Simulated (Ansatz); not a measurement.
# ZnS (F-43m): refractive index against wavelength

The refractive index of ZnS (F-43m) below the direct gap (2.11 eV on the mesh) is read from one computed spectrum, n = √(Re ε).

Cell: a, b, c = 3.821, 3.821, 3.821 Å (primitive vectors), 2 atoms.

Method: Ansatz 0.2.0, PBE, independent particles, k-mesh 12×12×12 with interpolation inside its cells, Gaussian parameter 0.2 eV.

Launch of the response step: `ansatz run input.yaml --threads 4 --pin off --max-ram 8192MiB --backend cpu --events-out ev --progress --plain --runs-dir out`. The run took 9 s, on 4 threads of Arm Neoverse V1, on a shared host.

| wavelength (nm) | photon energy E (eV) | n |
| --- | --- | --- |
| 3000 | 0.413 | 2.5176 |
| 2000 | 0.620 | 2.5254 |
| 1550 | 0.800 | 2.5350 |
| 1310 | 0.946 | 2.5450 |
| 1064 | 1.165 | 2.5639 |
| 850 | 1.459 | ? |

In the single-oscillator model n² − 1 = E₀E_d/(E₀² − E²), so 1/(n² − 1) = E₀/E_d − E²/(E₀E_d) is linear in E².

Working, on the rows shown:

| x = E² (eV²) | y = 1/(n² − 1) |
| --- | --- |
| 0.170801 | 0.187325 |
| 0.384302 | 0.185955 |
| 0.639837 | 0.18429 |
| 0.895757 | 0.182581 |
| 1.35784 | 0.179418 |

Means: x̄ = 0.68971, ȳ = 0.18391. Σ(x − x̄)(y − ȳ) = -0.005691, Σ(x − x̄)² = 0.8539. Slope = -0.005691 / 0.8539 = -0.006665; intercept = ȳ − slope · x̄ = 0.18851. Turned back into n, the line misses the rows shown by at most 0.00027.

Task: Predict the last column of the withheld row from the fit.

Result: At x = 2.1276 the line gives y = 0.17433, that is 2.5954. The run gave 2.5987, so the extrapolation is off by 0.0033, 4 % of the range in the table.

Refitted with all rows, the slope is -0.006904 and the intercept 0.18865. These give E₀ = √(intercept/−slope) = 5.23 eV and E_d = E₀/intercept = 27.7 eV; E₀ is 2.5 times the direct gap. The electronic limit at long wavelengths, without lattice vibrations, is n = √(1 + 1/intercept) = 2.510. The cell comes from an older database entry, whose edges can be off by a per cent or so. Excitons are left out and so are local fields; PBE gaps are as a rule too small.
